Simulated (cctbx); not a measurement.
**Ca3Ce5Cd across an absorption edge**

Space group P6_3/mcm (no. 193), a = 9.9210 Å, b = 9.9210 Å, c = 6.7150 Å, α = 90.00°, β = 90.00°, γ = 120.00°.

```csv
atom,mult.,x,y,z,Ueq (Å²)
Ce1,4,1/3,2/3,1/2,0.0039
Ce2,6,0.7614,0.7614,1/4,0.0033
Cd1,2,0,0,0,0.0046
Ca1,6,0.6098,0.6098,3/4,0.0069
```

The model is made up (kin elements in a known structure type, no relaxation), so it says nothing on whether the phase exists.

Calculated with cctbx: free-atom f′ and f″ from the Sasaki tables, no fine structure; amplitudes in electrons.

| E (eV) | F 3 0 0 | F 2 0 0 | F 1 1 0 | F 1 1 1 |
| --- | --- | --- | --- | --- |
| 26111 | 370.3 | 73.1 | 155.0 | 110.7 |
| 26461 | 368.6 | 74.5 | 153.4 | 110.6 |
| 26591 | 367.2 | 75.8 | 152.0 | 110.6 |
| 26651 | 365.9 | 77.1 | 150.7 | 110.6 |
| 26681 | 364.6 | 78.4 | 149.4 | 110.6 |
| 26696 | 363.4 | 79.6 | 148.2 | 110.6 |
| 26703 | 362.4 | 80.6 | 147.2 | 110.6 |
| 26707 | 361.2 | 81.8 | 146.0 | 110.6 |
| 26715 | 359.6 | 83.5 | 144.5 | 110.6 |
| 26719 | 361.4 | 81.8 | 146.3 | 110.6 |
| 26726 | 363.1 | 80.0 | 148.0 | 110.6 |
| 26741 | 364.6 | 78.5 | 149.5 | 110.6 |
| 26771 | 366.0 | 77.1 | 150.9 | 110.5 |
| 26861 | 367.8 | 75.2 | 152.7 | 110.5 |
| 27111 | 369.6 | 73.2 | 154.7 | 110.5 |

**Question.** Which edge is crossed, and why do the reflections move as they do?

The K edge of Cd. The edge is at 26711 eV. f′ of Cd falls from -4.8 e at 26591 eV to -7.8 e at 4 eV below it, and f″ steps from 0.56 to 3.60 e across it. Over that approach |F| changes by -2 % (3 0 0), +8 % (2 0 0), -4 % (1 1 0) and +0 % (1 1 1): a reflection falls where Cd scatters in phase with the total and rises where it scatters against it; it hardly moves where the Cd term is small or cancels by symmetry. Above the edge the larger f″ enters the imaginary part, where it can add to or cancel the other atoms' f″. The structure is centrosymmetric, so Friedel mates stay equal.

[Logs are printed without paths, hosts, clocks, repeated set-up lines and the standing remarks that a program may print on its own settings, such as how far it seeks lower states.]
